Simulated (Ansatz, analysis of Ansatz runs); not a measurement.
**Migration in Li5NbO5 (C2/m): H transfer from O to O, charge +1**

Wanted: path and barrier of a jump of H in Li5NbO5 (C2/m) at charge +1. The case: H transfer from O to O, in a cell of 132 host atoms with 1 H put in.

Program: Ansatz 0.2.0. Level of theory: plane-wave PAW DFT, PBEsol; nudged elastic band between two relaxed defect structures at fixed charge in a uniform background. Results are calculated unless marked as measured.

### Step 1. Starting point

The cell holds 133 atoms: 60 Li, 12 Nb, 60 O and 1 H. Cell: a = 12.024 Å, b = 10.448 Å, c = 11.553 Å, α = 107.3°, β = 90.0°, γ = 112.6°. It derives from Li5NbO5 (space group C2/m). Nearest the centre at fractional (0.390, 0.421, 0.421): H133 at 0.42 Å, O86 at 1.41 Å, Nb83 at 1.41 Å, O10 at 1.41 Å, Li45 at 1.70 Å, O73 at 2.42 Å, O22 at 2.43 Å, Li4 at 2.48 Å. The cell carries charge +1.

The cell's shortest repeat is 10.4 Å.

### Step 2. Relaxation of the start point, charge +1

The ends come first: from an unrelaxed start the top is counted from too high an energy, and the barrier comes out too low. Small random displacements break the symmetry of the ideal sites, so that the defect can distort if it gains by it. The charge of +1 is set by the electron count, and a uniform background keeps the cell neutral.

File qp1_c132k1s.start/input.yaml:

```yaml
crystal:
  lattice:
    - [0.0, -12.02387796, 0.0]
    - [-9.64854378, 4.00795932, -0.00669279]
    - [3.7205883, 0.0, -10.93780668]
  atoms:
    - { symbol: Li, position: [0.09627575, 0.28882726, 0.32836974] }
    - { symbol: Li, position: [0.10313747, 0.3094124, 0.06894537] }
[... 1 atom line left out ...]
    - { symbol: Li, position: [0.23019587, 0.1905876, 0.43105463] }
    - { symbol: Li, position: [0.23705758, 0.21117274, 0.17163026] }
[... 1 atom line left out ...]
    - { symbol: O, position: [0.04879642, 0.14638927, 0.41308126] }
    - { symbol: O, position: [0.05255102, 0.15765306, 0.15910781] }
[... 1 atom line left out ...]
    - { symbol: O, position: [0.28078231, 0.34234694, 0.34089219] }
    - { symbol: O, position: [0.28453691, 0.35361073, 0.08691874] }
[... 1 atom line left out ...]
    - { symbol: Li, position: [0.10313747, 0.3094124, 0.56894537] }
[... 2 atom lines left out ...]
    - { symbol: Li, position: [0.23705758, 0.21117274, 0.67163026] }
[... 3 atom lines left out ...]
    - { symbol: O, position: [0.16666667, 0.0, 0.5] }
[... 1 atom line left out ...]
    - { symbol: O, position: [0.28453691, 0.35361073, 0.58691874] }
[... 3 atom lines left out ...]
    - { symbol: Li, position: [0.23019587, 0.6905876, 0.43105463] }
[... 11 atom lines left out ...]
    - { symbol: Li, position: [0.23705758, 0.71117274, 0.67163026] }
[... 3 atom lines left out ...]
    - { symbol: O, position: [0.16666667, 0.5, 0.5] }
[... 2 atom lines left out ...]
    - { symbol: Li, position: [0.42960909, 0.28882726, 0.32836974] }
    - { symbol: Li, position: [0.4364708, 0.3094124, 0.06894537] }
    - { symbol: Li, position: [0.33333333, 0.0, 0.25] }
    - { symbol: Li, position: [0.5635292, 0.1905876, 0.43105463] }
    - { symbol: Li, position: [0.57039091, 0.21117274, 0.17163026] }
[... 1 atom line left out ...]
    - { symbol: O, position: [0.38212976, 0.14638927, 0.41308126] }
    - { symbol: O, position: [0.38588435, 0.15765306, 0.15910781] }
[... 1 atom line left out ...]
    - { symbol: O, position: [0.61411565, 0.34234694, 0.34089219] }
[... 2 atom lines left out ...]
    - { symbol: Li, position: [0.4364708, 0.3094124, 0.56894537] }
[... 3 atom lines left out ...]
    - { symbol: Nb, position: [0.33333333, 0.0, 0.5] }
[... 1 atom line left out ...]
    - { symbol: O, position: [0.38588435, 0.15765306, 0.65910781] }
[... 2 atom lines left out ...]
    - { symbol: O, position: [0.61787024, 0.35361073, 0.58691874] }
    - { symbol: Li, position: [0.42960909, 0.78882726, 0.32836974] }
[... 1 atom line left out ...]
    - { symbol: Li, position: [0.33333333, 0.5, 0.25] }
    - { symbol: Li, position: [0.5635292, 0.6905876, 0.43105463] }
[... 2 atom lines left out ...]
    - { symbol: O, position: [0.38212976, 0.64638927, 0.41308126] }
    - { symbol: O, position: [0.38588435, 0.65765306, 0.15910781] }
[... 1 atom line left out ...]
    - { symbol: O, position: [0.61411565, 0.84234694, 0.34089219] }
[... 2 atom lines left out ...]
    - { symbol: Li, position: [0.4364708, 0.8094124, 0.56894537] }
    - { symbol: Li, position: [0.33333333, 0.5, 0.75] }
[... 1 atom line left out ...]
    - { symbol: Li, position: [0.57039091, 0.71117274, 0.67163026] }
    - { symbol: Nb, position: [0.33333333, 0.5, 0.5] }
[... 1 atom line left out ...]
    - { symbol: O, position: [0.38588435, 0.65765306, 0.65910781] }
    - { symbol: O, position: [0.5, 0.5, 0.5] }
[... 1 atom line left out ...]
    - { symbol: O, position: [0.61787024, 0.85361073, 0.58691874] }
[... 24 atom lines left out ...]
    - { symbol: Li, position: [0.66666667, 0.5, 0.25] }
[... 3 atom lines left out ...]
    - { symbol: O, position: [0.71546309, 0.64638927, 0.41308126] }
[... 5 atom lines left out ...]
    - { symbol: Li, position: [0.76980413, 0.8094124, 0.56894537] }
[... 3 atom lines left out ...]
    - { symbol: Nb, position: [0.66666667, 0.5, 0.5] }
[... 1 atom line left out ...]
    - { symbol: O, position: [0.71921769, 0.65765306, 0.65910781] }
[... 3 atom lines left out ...]
    - { symbol: H, position: [0.423247, 0.44473, 0.444442] }
total_charge: 1
basis:
  ecutwfc: 420
  xc_grid: 2
hamiltonian:
  xc: pbesol
kpoints:
  mp_grid: { grid: [1, 1, 1], shift: [0.25, 0.25, 0.25] }
scf:
  occupations: { method: fixed }
  max_iter: 100
output:
  forces: true
relax:
  f_tol: 0.02
  max_steps: 70
  random_displacement: { amplitude: 0.03, seed: 6603 }
```

Launch:

```bash
$ ansatz run input.yaml --threads 32 --pin off --max-ram 84787MiB --backend cuda --events-out ev --progress --plain --runs-dir out --max-vram 78GiB
```

Log:

```text
[... repeated set-up lines and file paths are left out, and long positions are rounded to six places ...]
[...]
Engine: ansatz 0.2.0, aarch64-unknown-linux-gnu
[...]
Pseudopotential: Li, paw, valence charge 3, recommended cutoff 420 eV (normal), Li.paw.azcp
Pseudopotential: Nb, paw, valence charge 13, recommended cutoff 420 eV (normal), Nb.paw.azcp
Pseudopotential: O, paw, valence charge 6, recommended cutoff 420 eV (normal), O.paw.azcp
Pseudopotential: H, paw, valence charge 1, recommended cutoff 420 eV (normal), H.paw.azcp
Functional definition: PBEsol
[...]
Crystal: 133 atoms, lattice volume = 1269.226 Å³
Basis set: ecut = 420 eV, 24811 PW (Γ), exchange–correlation on 162×144×160 points (8 copies of the dense FFT grid, shifted against one another)
[...]
automatic band count: iteration 1 solves 456 bands in place of 481: the levels show a gap, and the empty bands left out lie too high to hold charge; the band table lists the bands solved (type scf.n_e [...]
[...]
SCF 7 converged in 8 iterations: F = -99950.495537 eV  dr2 = 2.22e-7
[...]
relax step   8: F+E_penalty+E_count = -99950.50303482 eV  Δ(F+E_penalty+E_count) = -7.497e-3 eV  max|allowed force component| = 8.089e-2 eV/Å  Δτ_max = 0.0478 Å  (5 SCF iters, dr2 threshold 5.67e-6 eV [...]
[... the SCF cycles and remarks between the steps are left out from here to the last step ...]
relax step  11: F+E_penalty+E_count = -99950.51647478 eV  Δ(F+E_penalty+E_count) = -5.570e-3 eV  max|allowed force component| = 3.082e-2 eV/Å  Δτ_max = 0.1000 Å  (7 SCF iters, dr2 threshold 1.46e-6 eV [...]
[...]
relax step  17: F+E_penalty+E_count = -99950.51383307 eV  Δ(F+E_penalty+E_count) = +5.227e-3 eV  max|allowed force component| = 4.648e-1 eV/Å  Δτ_max = 0.1098 Å  (6 SCF iters, dr2 threshold 6.43e-6 eV [...]
[...]
SCF 19 converged in 7 iterations: F = -99950.520311 eV  dr2 = 3.06e-8
[...]
```

Elapsed: 19 s, on 1 × NVIDIA GB200 with 32 threads of Arm Neoverse V2, shared host; peak memory 1.5 GiB.

Relaxation path:

| step | energy less that of the first step (eV) | largest force component (eV/Å) |
| --- | --- | --- |
| 1 | 0.0000 | 12.7416 |
| 5 | -4.0378 | 0.4675 |
| 9 | -4.0718 | 0.5433 |
| 13 | -4.0877 | 0.0307 |
| 17 | -4.0850 | 0.4648 |
| 19 | -4.0915 | 0.0129 |

Relaxation steps 9, 17 were tried and not accepted.

The atoms that moved most (Å, from the sites as typed, ahead of the random displacement):

| atom | dx | dy | dz | length |
| --- | --- | --- | --- | --- |
| H133 | -0.310 | -0.722 | 0.391 | 0.878 |
| Li45 | 0.224 | 0.016 | 0.143 | 0.266 |
| O54 | -0.041 | 0.164 | -0.032 | 0.172 |
| Nb83 | -0.020 | 0.131 | -0.036 | 0.138 |
| Nb127 | -0.018 | -0.129 | -0.035 | 0.134 |
| O10 | -0.034 | -0.123 | -0.034 | 0.132 |
| O86 | -0.125 | 0.004 | 0.029 | 0.129 |
| Li47 | 0.109 | 0.012 | 0.016 | 0.111 |

Neighbours of H133 at the end:

| atom | distance (Å) |
| --- | --- |
| O86 | 0.981 |
| Li45 | 1.905 |
| O54 | 2.138 |
| O10 | 2.212 |
| Li70 | 2.219 |
| Nb127 | 2.352 |
| Nb83 | 2.392 |
| O117 | 2.668 |
| O73 | 2.697 |

This step gave:

- free energy: -99950.5203 eV
- r.m.s. move of the farther half of the atoms: 0.02573 Å
- largest move from the ideal geometry of this structure, a common shift of the far atoms taken out: 0.8868 Å

The relaxation gained 4.092 eV and ended with a largest force component of 0.013 eV/Å.

### Step 3. Relaxation of the end point, charge +1

The end point is relaxed in the same cell and settings, so that the two energies compare. Atoms more than 3.2 Å from the middle of the hop start where the first relaxation left them, the nearer ones on or close to their ideal places, with small random displacements.

File qp1_c132k1s.end/input.yaml:

```yaml
crystal:
  lattice:
    - [0.0, -12.02387796, 0.0]
    - [-9.64854378, 4.00795932, -0.00669279]
    - [3.7205883, 0.0, -10.93780668]
  atoms:
    - { symbol: Li, position: [0.09426572, 0.28457743, 0.32549197] }
    - { symbol: Li, position: [0.10388326, 0.30971162, 0.06872987] }
[... 1 atom line left out ...]
    - { symbol: Li, position: [0.23019587, 0.1905876, 0.43105463] }
[... 5 atom lines left out ...]
    - { symbol: O, position: [0.28078231, 0.34234694, 0.34089219] }
[... 11 atom lines left out ...]
    - { symbol: O, position: [0.28453691, 0.35361073, 0.58691874] }
[... 22 atom lines left out ...]
    - { symbol: Li, position: [0.42960909, 0.28882726, 0.32836974] }
[... 5 atom lines left out ...]
    - { symbol: O, position: [0.38212976, 0.14638927, 0.41308126] }
[... 5 atom lines left out ...]
    - { symbol: Li, position: [0.4364708, 0.3094124, 0.56894537] }
[... 11 atom lines left out ...]
    - { symbol: Li, position: [0.33333333, 0.5, 0.25] }
    - { symbol: Li, position: [0.5635292, 0.6905876, 0.43105463] }
[... 2 atom lines left out ...]
    - { symbol: O, position: [0.38212976, 0.64638927, 0.41308126] }
[... 9 atom lines left out ...]
    - { symbol: Nb, position: [0.33333333, 0.5, 0.5] }
[... 2 atom lines left out ...]
    - { symbol: O, position: [0.5, 0.5, 0.5] }
[... 46 atom lines left out ...]
    - { symbol: H, position: [0.357446, 0.397348, 0.396812] }
total_charge: 1
basis:
  ecutwfc: 420
  xc_grid: 2
hamiltonian:
  xc: pbesol
kpoints:
  mp_grid: { grid: [1, 1, 1], shift: [0.25, 0.25, 0.25] }
scf:
  occupations: { method: fixed }
  max_iter: 100
output:
  forces: true
relax:
  f_tol: 0.02
  max_steps: 70
  random_displacement: { amplitude: 0.01, seed: 6603 }
```

Log:

```text
[...]
Crystal: 133 atoms, lattice volume = 1269.226 Å³
Basis set: ecut = 420 eV, 24811 PW (Γ), exchange–correlation on 162×144×160 points (8 copies of the dense FFT grid, shifted against one another)
[...]
SCF 1 converged in 9 iterations: F = -99947.189469 eV  dr2 = 5.83e-6
[...]
relax step   1: F+E_penalty+E_count = -99947.18946929 eV  Δ(F+E_penalty+E_count) = +0.000e0 eV  max|allowed force component| = 1.245e1 eV/Å  Δτ_max = 0.0000 Å  (9 SCF iters, dr2 threshold 1.00e-5 eV,  [...]
[...]
relax step   8: F+E_penalty+E_count = -99950.92675898 eV  Δ(F+E_penalty+E_count) = -4.733e-2 eV  max|allowed force component| = 5.342e-1 eV/Å  Δτ_max = 0.2000 Å  (6 SCF iters, dr2 threshold 1.00e-4 eV [...]
[...]
relax step  22: F+E_penalty+E_count = -99951.17447165 eV  Δ(F+E_penalty+E_count) = -1.536e-4 eV  max|allowed force component| = 9.842e-3 eV/Å  Δτ_max = 0.0027 Å  (6 SCF iters, accepted)
[...]
```

It took 21 s on 1 × NVIDIA GB200 with 32 threads; peak memory 1.4 GiB; 98 s of CPU time.

Relaxation path:

| step | energy less that of the first step (eV) | largest force component (eV/Å) |
| --- | --- | --- |
| 1 | 0.0000 | 12.4498 |
| 5 | -3.6219 | 0.3424 |
| 9 | -3.7624 | 1.1708 |
| 13 | -3.9027 | 0.1571 |
| 17 | -3.9738 | 0.3049 |
| 21 | -3.9848 | 0.0406 |
| 22 | -3.9850 | 0.0098 |

The atoms that moved most (Å, from the sites as typed, ahead of the random displacement):

| atom | dx | dy | dz | length |
| --- | --- | --- | --- | --- |
| H133 | -0.092 | 0.698 | 1.503 | 1.660 |
| Li69 | -0.415 | -0.007 | 0.044 | 0.417 |
| Li5 | 0.285 | -0.004 | 0.221 | 0.360 |
| O11 | -0.039 | 0.003 | -0.193 | 0.197 |
| Nb83 | -0.070 | -0.004 | -0.137 | 0.154 |
| Li67 | -0.117 | -0.007 | -0.066 | 0.135 |
| O10 | 0.104 | -0.009 | 0.046 | 0.114 |
| O74 | -0.109 | 0.001 | 0.011 | 0.110 |

Neighbours of H133 at the end:

| atom | distance (Å) |
| --- | --- |
| O10 | 0.992 |
| Li5 | 1.783 |
| O11 | 1.824 |
| Li69 | 1.865 |
| Li1 | 2.365 |
| Li45 | 2.367 |
| O8 | 2.756 |
| O52 | 2.759 |
| O73 | 2.788 |

Numbers from this step:

```
free energy                                                                                       : -99951.1745 eV
r.m.s. move of the farther half of the atoms                                                      : 0.01480 Å
largest move from the ideal geometry of this structure, a common shift of the far atoms taken out : 1.672 Å
```

The relaxation gained 3.985 eV and ended with a largest force component of 0.0098 eV/Å. The end lies 0.654 eV below the start.

(Part 1 of 2 ends here.)

[Logs are printed without paths, hosts, clocks, repeated set-up lines and the standing remarks that a program may print on its own settings, such as how far it seeks lower states.]

[Hosts, paths, dates, database ids (printed as entryN), source tags and the programs' standing remarks are cut or masked in the printed files.]
